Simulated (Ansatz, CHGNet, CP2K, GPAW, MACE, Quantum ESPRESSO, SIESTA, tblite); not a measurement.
# CP2K runs on Σ5 (001) twist boundary in Ge (77 atoms), part 3 of 3

Wanted: CP2K inputs and outputs for Σ5 (001) twist boundary in Ge (77 atoms), checked against a plane-wave reference.

Program: CP2K 2026.2; the method stands at each step. Banners, paths, timers and routine set-up lines are dropped from the logs unmarked, and long logs keep their key lines alone; longer cuts are marked.

So far. Step 6 (PBE+D3, DZVP-UZH, 350/50 Ry, diagonalisation): Against the first run (4.8 %), the force difference from the reference is 6.5 %, at 1.0 times the CPU time; the model has changed, so this is no error of the program alone. Step 7 (PBE, DZVP-UZH, 175/50 Ry, diagonalisation): Against the first run (4.8 %), the force difference from the reference is 4.8 %, at 0.68 times the CPU time: the change moves forces by 0.19 meV/Å r.m.s., so most of the difference comes from elsewhere.

## 8. PBEsol, PBE potentials, DZVP-UZH, 350/50 Ry, diagonalisation

Method: Kohn-Sham DFT, PBEsol, GTH-PBE pseudopotentials, Gaussian and plane waves, DZVP-MOLOPT (UZH set), diagonalisation.

input.inp

```
&GLOBAL
  PROJECT cell
  RUN_TYPE ENERGY_FORCE
  PRINT_LEVEL LOW
&END GLOBAL
&FORCE_EVAL
  METHOD QS
  STRESS_TENSOR ANALYTICAL
  &DFT
    BASIS_SET_FILE_NAME BASIS_MOLOPT_UZH
    POTENTIAL_FILE_NAME POTENTIAL_UZH
    &MGRID
      CUTOFF 350
      REL_CUTOFF 50
    &END MGRID
    &QS
      EPS_DEFAULT 1.0E-12
    &END QS
    &SCF
      SCF_GUESS ATOMIC
      EPS_SCF 1.0E-06
      MAX_SCF 200
      ADDED_MOS 34
      &DIAGONALIZATION
        ALGORITHM STANDARD
      &END DIAGONALIZATION
      &SMEAR ON
        METHOD FERMI_DIRAC
        ELECTRONIC_TEMPERATURE [K] 580
      &END SMEAR
      &MIXING
        METHOD BROYDEN_MIXING
        ALPHA 0.15
        NBROYDEN 8
      &END MIXING
      &PRINT
        &RESTART OFF
        &END RESTART
      &END PRINT
    &END SCF
    &XC
      &XC_FUNCTIONAL
        &PBE
          PARAMETRIZATION PBESOL
        &END PBE
      &END XC_FUNCTIONAL
    &END XC
    &PRINT
      &MULLIKEN ON
      &END MULLIKEN
      &LOWDIN ON
      &END LOWDIN
      &MO ON
        EIGENVALUES T
        OCCUPATION_NUMBERS T
        MO_INDEX_RANGE 143 166
        &EACH
          QS_SCF 0
        &END EACH
        ADD_LAST NUMERIC
      &END MO
    &END PRINT
  &END DFT
  &SUBSYS
    &CELL
      A 8.94608 0.00000 0.00000
      B 0.00000 8.94608 0.00000
      C 0.00000 0.00000 22.56460
    &END CELL
    &COORD
      SCALED
[... 77 atom lines left out: the same atoms as in the first run ...]
    &END COORD
    &KIND Ge
      BASIS_SET DZVP-MOLOPT-PBE-GTH-q4
      POTENTIAL GTH-PBE-q4
    &END KIND
  &END SUBSYS
  &PRINT
    &FORCES ON
    &END FORCES
    &STRESS_TENSOR ON
    &END STRESS_TENSOR
  &END PRINT
&END FORCE_EVAL
```

Launch:

```
> OMP_NUM_THREADS=2 cp2k.psmp -i input.inp > output.txt
```

Numbers of over 12 decimals in the logs are rounded to 6 here.

The log of the run:

```text
CP2K| version string:                                       CP2K version 2026.2
 CP2K| Input file name                                                 input.inp
 GLOBAL| Basis set file name                                    BASIS_MOLOPT_UZH
 GLOBAL| Potential file name                                       POTENTIAL_UZH
 GLOBAL| Run type                                                   ENERGY_FORCE
 GLOBAL| Total number of message passing processes                             1
 GLOBAL| Number of threads for this process                                    2
[... lines left out ...]
                        Smear method:                                FERMI_DIRAC
[... lines left out ...]
 Number of electrons:                                                        308
[... lines left out ...]
  Step     Update method      Time    Convergence         Total energy    Change
[... lines left out ...]
  *** SCF run converged in    20 steps ***
[... lines left out ...]
  Fermi energy:                                                 0.153192
  Total energy:                                              -301.120501
  Total energy (extrapolated to T->0):                       -301.115425
[... lines left out ...]
 MO| E(Fermi):            0.153192 a.u.          4.168563 eV
[... lines left out ...]
      76     Ge       1          3.937695                              0.062305
      77     Ge       1          3.925314                              0.074686
 # Total charge                            308.000000                  0.000000
 ENERGY| Total FORCE_EVAL ( QS ) energy [hartree]           -301.120501
 FORCES| Atomic forces [hartree/bohr]
 FORCES|   Atom     x               y               z               |f|
 FORCES|      1  1.39282536E-02 -9.55967858E-03  1.66724606E-03   1.69753767E-02
 FORCES|      2 -4.55838765E-03 -1.02726742E-03  6.65660420E-03   8.13293033E-03
 FORCES|      3 -9.09927051E-03  1.94059179E-02 -1.28613751E-02   2.49960265E-02
[...]
FORCES|     76  3.04416015E-03 -2.05067155E-02 -2.93256463E-03   2.09378181E-02
 FORCES|     77  7.89025542E-03  1.37574176E-02  2.50840881E-02   2.96771654E-02
 FORCES| Sum    -2.06437528E-08  1.58955434E-07 -5.22960069E-09
 FORCES| Total atomic force                                       1.60375632E-07
 STRESS| Analytical stress tensor [bar]
 STRESS|                        x                   y                   z
 STRESS|      x        5.46920060558E+04   2.03049237259E+03   9.08752253944E+03
 STRESS|      y        2.03049237259E+03   4.68783553358E+04  -3.48004560436E+03
 STRESS|      z        9.08752253944E+03  -3.48004560436E+03   5.76717500054E+04
 STRESS| 1/3 Trace                                             5.30807037990E+04
```

Elapsed: 98 s, on 2 threads of Arm Neoverse V2, shared host; peak memory 2.2 GiB; 3 min of CPU time.

Compared with the plane-wave run:

- r.m.s. force component: 0.4217 eV/Å
- r.m.s. difference of force components: 26.6 meV/Å
- longest difference of force vectors: 117.1 meV/Å
- force difference over r.m.s. force: 6.527 %
- slope of forces against the reference's: 1.033
- correlation of force components: 0.9985
- pressure: 5.308 GPa
- pressure difference: -0.198 GPa

Against the first run (4.8 %), the force difference from the reference is 6.5 %, at 1.0 times the CPU time; the model has changed, so this is no error of the program alone.

## 9. PBE, DZVP-UZH, 122/50 Ry, diagonalisation

Method: Kohn-Sham DFT, PBE, GTH-PBE pseudopotentials, Gaussian and plane waves, DZVP-MOLOPT (UZH set), diagonalisation.

input.inp, as its differences from that of step 8:

```diff
@@ -12,3 +12,3 @@
     &MGRID
-      CUTOFF 350
+      CUTOFF 122
       REL_CUTOFF 50
@@ -41,6 +41,3 @@
     &XC
-      &XC_FUNCTIONAL
-        &PBE
-          PARAMETRIZATION PBESOL
-        &END PBE
+      &XC_FUNCTIONAL PBE
       &END XC_FUNCTIONAL
```

The log of the run:

```text
CP2K| version string:                                       CP2K version 2026.2
 CP2K| Input file name                                                 input.inp
 GLOBAL| Basis set file name                                    BASIS_MOLOPT_UZH
 GLOBAL| Potential file name                                       POTENTIAL_UZH
 GLOBAL| Run type                                                   ENERGY_FORCE
 GLOBAL| Total number of message passing processes                             1
 GLOBAL| Number of threads for this process                                    2
 TOTAL NUMBERS AND MAXIMUM NUMBERS
  Total number of            - Atomic kinds:                                   1
                             - Atoms:                                         77
[... lines left out ...]
                        Smear method:                                FERMI_DIRAC
[... lines left out ...]
 Number of electrons:                                                        308
[... lines left out ...]
  Step     Update method      Time    Convergence         Total energy    Change
[... lines left out ...]
  *** SCF run converged in    20 steps ***
[... lines left out ...]
  Fermi energy:                                                 0.153629
  Total energy:                                              -301.836307
  Total energy (extrapolated to T->0):                       -301.831346
[... lines left out ...]
 MO| E(Fermi):            0.153629 a.u.          4.180458 eV
[... lines left out ...]
       1     Ge       1          4.008866                             -0.008866
       2     Ge       1          4.047256                             -0.047256
       3     Ge       1          3.991441                              0.008559
[...]
# Total charge                            308.000000                  0.000000
 !-----------------------------------------------------------------------------!
 LOWDIN POPULATION ANALYSIS
 #  Atom  Element  Kind  Atomic population                           Net charge
[...]
76     Ge       1          3.937541                              0.062459
      77     Ge       1          3.926331                              0.073669
 # Total charge                            308.000000                  0.000000
 ENERGY| Total FORCE_EVAL ( QS ) energy [hartree]           -301.836297
 FORCES| Atomic forces [hartree/bohr]
 FORCES|   Atom     x               y               z               |f|
 FORCES|      1  1.39380272E-02 -8.97455036E-03  2.32576837E-03   1.67397836E-02
 FORCES|      2 -4.36140511E-03 -1.31290446E-03  6.55632497E-03   7.98316790E-03
 FORCES|      3 -8.85916518E-03  1.81477759E-02 -1.24164670E-02   2.37064386E-02
[...]
FORCES|     76  2.75696162E-03 -2.05412110E-02 -3.95176637E-03   2.10987830E-02
 FORCES|     77  7.96757958E-03  1.40058650E-02  2.46779601E-02   2.94728399E-02
 FORCES| Sum     9.52841534E-05  4.62561722E-04 -8.02677116E-05
 FORCES| Total atomic force                                       4.79046263E-04
 STRESS| Analytical stress tensor [bar]
 STRESS|                        x                   y                   z
 STRESS|      x        6.07688903369E+04   1.64429714692E+03   9.22433545881E+03
 STRESS|      y        1.64429714692E+03   5.36958370426E+04  -3.48052888168E+03
 STRESS|      z        9.22433545881E+03  -3.48052888168E+03   6.58071421284E+04
 STRESS| 1/3 Trace                                             6.00906231693E+04
```

Run time: 60 s. Hardware: 2 threads; peak memory 0.79 GiB.

Numbers from this run, and their distance from the reference:

* r.m.s. force component: 0.4166 eV/Å
* r.m.s. difference of force components: 19.78 meV/Å
* longest difference of force vectors: 97.32 meV/Å
* force difference over r.m.s. force: 4.853 %
* slope of forces against the reference's: 1.021
* correlation of force components: 0.9991
* pressure: 6.009 GPa
* pressure difference: 0.503 GPa
* energy less the same-level run's: 0.0044 meV/atom
* r.m.s. force difference from the same-level run: 0.517 meV/Å

This is a coarse setting, run to see what it loses.

Against the first run (4.8 %), the force difference from the reference is 4.9 %, at 0.64 times the CPU time: the change moves forces by 0.52 meV/Å r.m.s., so most of the difference comes from elsewhere.

## 10. PBE, DZVP-UZH, 350/30 Ry, diagonalisation

Method: Kohn-Sham DFT, PBE, GTH-PBE pseudopotentials, Gaussian and plane waves, DZVP-MOLOPT (UZH set), diagonalisation.

input.inp, as its differences from that of step 9:

```diff
@@ -12,4 +12,4 @@
     &MGRID
-      CUTOFF 122
-      REL_CUTOFF 50
+      CUTOFF 350
+      REL_CUTOFF 30
     &END MGRID
@@ -66,6 +66,6 @@
     &END CELL
-    &COORD
-      SCALED
-[... 77 atom lines left out: the same atoms as in the first run ...]
-    &END COORD
+    &TOPOLOGY
+      COORD_FILE_NAME structure.xyz
+      COORD_FILE_FORMAT XYZ
+    &END TOPOLOGY
     &KIND Ge
```

structure.xyz

```xyz
77

[... 77 atom lines left out: the same atoms as in the first run ...]
```

The log of the run:

```text
CP2K| version string:                                       CP2K version 2026.2
 CP2K| Input file name                                                 input.inp
 GLOBAL| Basis set file name                                    BASIS_MOLOPT_UZH
 GLOBAL| Potential file name                                       POTENTIAL_UZH
[... lines left out ...]
 Number of electrons:                                                        308
[... lines left out ...]
  Step     Update method      Time    Convergence         Total energy    Change
[... lines left out ...]
  *** SCF run converged in    20 steps ***
[... lines left out ...]
  Fermi energy:                                                 0.153628
  Total energy:                                              -301.836414
  Total energy (extrapolated to T->0):                       -301.831452
[... lines left out ...]
 MO| E(Fermi):            0.153628 a.u.          4.180426 eV
[... lines left out ...]
 ENERGY| Total FORCE_EVAL ( QS ) energy [hartree]           -301.836404
[... lines left out ...]
 FORCES|      1  1.39175693E-02 -8.97649282E-03  2.31721017E-03   1.67226081E-02
 FORCES|      2 -4.36847679E-03 -1.31945613E-03  6.56346371E-03   7.99397335E-03
 FORCES|      3 -8.87827066E-03  1.81247113E-02 -1.24112203E-02   2.36931897E-02
[...]
FORCES|     76  2.76474931E-03 -2.05277233E-02 -3.94380925E-03   2.10851819E-02
 FORCES|     77  7.95034440E-03  1.39822334E-02  2.46855965E-02   2.94633586E-02
 FORCES| Sum    -3.82753242E-04  1.30242811E-04  1.27340739E-06
 FORCES| Total atomic force                                       4.04307873E-04
 STRESS| Analytical stress tensor [bar]
 STRESS|                        x                   y                   z
 STRESS|      x        6.07961418377E+04   1.64246530762E+03   9.22487630438E+03
 STRESS|      y        1.64246530762E+03   5.37223110305E+04  -3.48080415265E+03
 STRESS|      z        9.22487630438E+03  -3.48080415265E+03   6.58119219699E+04
 STRESS| 1/3 Trace                                             6.01101249460E+04
```

Wall time 77 s (2 threads); peak memory 2.2 GiB.

Compared with the plane-wave run:

| Item | Value |
| --- | --- |
| r.m.s. force component | 0.4165 eV/Å |
| r.m.s. difference of force components | 19.7 meV/Å |
| longest difference of force vectors | 96.6 meV/Å |
| force difference over r.m.s. force | 4.835 % |
| slope of forces against the reference's | 1.021 |
| correlation of force components | 0.9991 |
| pressure | 6.011 GPa |
| pressure difference | 0.5049 GPa |
| energy less the same-level run's | -0.0333 meV/atom |
| r.m.s. force difference from the same-level run | 0.298 meV/Å |

This is a coarse setting, run to see what it loses.

Against the first run (4.8 %), the force difference from the reference is 4.8 %, at 0.76 times the CPU time: the change moves forces by 0.30 meV/Å r.m.s., so most of the difference comes from elsewhere.

## 11. revPBE, PBE potentials, DZVP-UZH, 350/50 Ry, diagonalisation

Method: Kohn-Sham DFT, revPBE, GTH-PBE pseudopotentials, Gaussian and plane waves, DZVP-MOLOPT (UZH set), diagonalisation.

input.inp, as its differences from that of step 10:

```diff
@@ -13,3 +13,3 @@
       CUTOFF 350
-      REL_CUTOFF 30
+      REL_CUTOFF 50
     &END MGRID
@@ -41,3 +41,6 @@
     &XC
-      &XC_FUNCTIONAL PBE
+      &XC_FUNCTIONAL
+        &PBE
+          PARAMETRIZATION REVPBE
+        &END PBE
       &END XC_FUNCTIONAL
```

structure.xyz is that of step 10.

The log of the run:

```text
CP2K| version string:                                       CP2K version 2026.2
 CP2K| Input file name                                                 input.inp
 GLOBAL| Basis set file name                                    BASIS_MOLOPT_UZH
 GLOBAL| Potential file name                                       POTENTIAL_UZH
[... lines left out ...]
 Number of electrons:                                                        308
[... lines left out ...]
  Step     Update method      Time    Convergence         Total energy    Change
[... lines left out ...]
  *** SCF run converged in    21 steps ***
[... lines left out ...]
  Fermi energy:                                                 0.154262
  Total energy:                                              -302.075148
  Total energy (extrapolated to T->0):                       -302.070231
[... lines left out ...]
 MO| E(Fermi):            0.154262 a.u.          4.197685 eV
[... lines left out ...]
 ENERGY| Total FORCE_EVAL ( QS ) energy [hartree]           -302.075131
[... lines left out ...]
 FORCES|      1  1.37436292E-02 -8.74183153E-03  2.44853440E-03   1.64712563E-02
 FORCES|      2 -4.29287903E-03 -1.39589811E-03  6.52435867E-03   7.93376317E-03
 FORCES|      3 -8.67411772E-03  1.75909650E-02 -1.22502380E-02   2.31246773E-02
[...]
FORCES|     76  2.59025861E-03 -2.03403709E-02 -4.19400252E-03   2.09291611E-02
 FORCES|     77  7.89746016E-03  1.39960462E-02  2.45380179E-02   2.93321242E-02
 FORCES| Sum     5.92607942E-08 -1.88768397E-07 -8.64928073E-07
 FORCES| Total atomic force                                       8.87268799E-07
 STRESS| Analytical stress tensor [bar]
 STRESS|                        x                   y                   z
 STRESS|      x        6.32438381534E+04   1.43326366528E+03   9.31035785005E+03
 STRESS|      y        1.43326366528E+03   5.65145566162E+04  -3.48747016463E+03
 STRESS|      z        9.31035785005E+03  -3.48747016463E+03   6.89854340636E+04
 STRESS| 1/3 Trace                                             6.29146096111E+04
```

Elapsed: 1.7 min, on 2 threads; peak memory 2.2 GiB.

Against the reference:

```
r.m.s. force component                  : 0.4139 eV/Å
r.m.s. difference of force components   : 18.67 meV/Å
longest difference of force vectors     : 87.31 meV/Å
force difference over r.m.s. force      : 4.581 %
slope of forces against the reference's : 1.015
correlation of force components         : 0.9991
pressure                                : 6.292 GPa
pressure difference                     : 0.7854 GPa
```

Against the first run (4.8 %), the force difference from the reference is 4.6 %, at 1.0 times the CPU time; the model has changed, so this is no error of the program alone.

## 12. All runs compared

Differences are against the plane-wave reference, forces as r.m.s. over components; share is that over the reference's r.m.s. force, slope the least-squares factor from reference forces to these. Total energies of different programs have different zeros and aren't compared.

```tsv
run	Δ force, r.m.s. (meV/Å)	share (%)	slope	Δ pressure (GPa)	cores	CPU time	memory (GiB)
reference	-	-	-	-	8	2.9 min	3.0
CP2K PBE, DZVP-UZH, 350/50 Ry, diagonalisation	19.7	4.84	1.021	0.503	2	2.9 min	2.2
CP2K PBE, TZVP-UZH, 350/50 Ry, diagonalisation	21.4	5.25	1.026	0.350	4	3.5 min	4.1
CP2K PBE, SZV-MOLOPT-SR, 350/50 Ry, diagonalisation (coarse)	215	52.7	1.259	-3.68	1	93 s	2.1
CP2K PBE, DZVP-MOLOPT (SR for Ge), 350/50 Ry, diagonalisation	24.7	6.06	1.029	0.692	2	2.1 min	2.2
CP2K PBE+D3, DZVP-UZH, 350/50 Ry, diagonalisation	26.5	6.51	1.020	-0.264	2	2.9 min	2.3
CP2K PBE, DZVP-UZH, 175/50 Ry, diagonalisation (coarse)	19.7	4.84	1.021	0.503	2	2 min	1.0
CP2K PBEsol, PBE potentials, DZVP-UZH, 350/50 Ry, diagonalisation	26.6	6.53	1.033	-0.198	2	3 min	2.2
CP2K PBE, DZVP-UZH, 122/50 Ry, diagonalisation (coarse)	19.8	4.85	1.021	0.503	2	1.9 min	0.79
CP2K PBE, DZVP-UZH, 350/30 Ry, diagonalisation (coarse)	19.7	4.84	1.021	0.505	2	2.2 min	2.2
CP2K revPBE, PBE potentials, DZVP-UZH, 350/50 Ry, diagonalisation	18.7	4.58	1.015	0.785	2	3.1 min	2.2
```

Rows marked coarse were listed beforehand as settings not expected to be converged; some can still land near the reference.

CPU time is summed over cores on a shared host, where runs went side by side, so it is rough. Symmetry, cutoffs, thresholds, outputs and thread counts weren't matched or tuned between programs; memory under MPI is the largest rank's times the ranks.

Within one program, basis, potentials and functional, energies share a zero. Each run against its twin at the usual cutoff or grid and solver:

```tsv
run	twin	Δ energy (meV/atom)	Δ force, r.m.s. (meV/Å)	CPU time over the twin's
CP2K PBE, DZVP-UZH, 175/50 Ry, diagonalisation	DZVP-UZH, 350/50 Ry, diagonalisation	-1.0e-4	0.186	0.68
CP2K PBE, DZVP-UZH, 122/50 Ry, diagonalisation	DZVP-UZH, 350/50 Ry, diagonalisation	0.0044	0.517	0.64
CP2K PBE, DZVP-UZH, 350/30 Ry, diagonalisation	DZVP-UZH, 350/50 Ry, diagonalisation	-0.0333	0.298	0.76
```

Further runs of this program without a result: CP2K GFN1-xTB, diagonalisation (not converged).

## 13. What came out

* nearest in forces: CP2K revPBE, PBE potentials, DZVP-UZH, 350/50 Ry, diagonalisation, 4.6 %
* its CPU time: 3.1 min

What this shows: The PBE runs in local orbitals, coarse settings apart, differ by 4.8 % (CP2K PBE, DZVP-UZH, 350/50 Ry, diagonalisation) to 6.1 % (CP2K PBE, DZVP-MOLOPT (SR for Ge), 350/50 Ry, diagonalisation); basis, grid and potentials can all enter. Rows with another functional or a dispersion term differ by 4.6 % (CP2K revPBE, PBE potentials, DZVP-UZH, 350/50 Ry, diagonalisation) to 6.5 % (CP2K PBEsol, PBE potentials, DZVP-UZH, 350/50 Ry, diagonalisation), which mixes the change of model with differences of basis and potentials, some of them made for another functional. Runs with settings chosen to be coarse differ by 4.8 % (CP2K PBE, DZVP-UZH, 350/30 Ry, diagonalisation) to 53 % (CP2K PBE, SZV-MOLOPT-SR, 350/50 Ry, diagonalisation), their programs' other errors included. None of the electronic-structure runs in the table takes under half the reference's CPU time of 2.9 min; they take 0.54 to 1.2 times as much. In pressure, CP2K PBE, SZV-MOLOPT-SR, 350/50 Ry, diagonalisation misses by -3.7 GPa, at the same functional. The potentials hold different valence shells: 1078 electrons in the reference, 308 in CP2K with DZVP-MOLOPT; this bears on time and differences. The host structure and its lattice constant were typed by rule, without a check against the phase diagram. The reference's pressure of 5.5 GPa says that the cell would expand at this level of theory. The electronic-structure runs sample only Γ, in a cell whose shortest periodic width is 9 Å, which is coarse for a cell with partly filled levels.

[Also dropped from logs without a mark: logging warnings of Python, and SIESTA's first energy breakdown and zero terms.]

[Logs are printed without paths, hosts, clocks, repeated set-up lines and the standing remarks that a program may print on its own settings, such as how far it seeks lower states.]

[Hosts, paths, dates, database ids (printed as entryN), source tags and the programs' standing remarks are cut or masked in the printed files.]
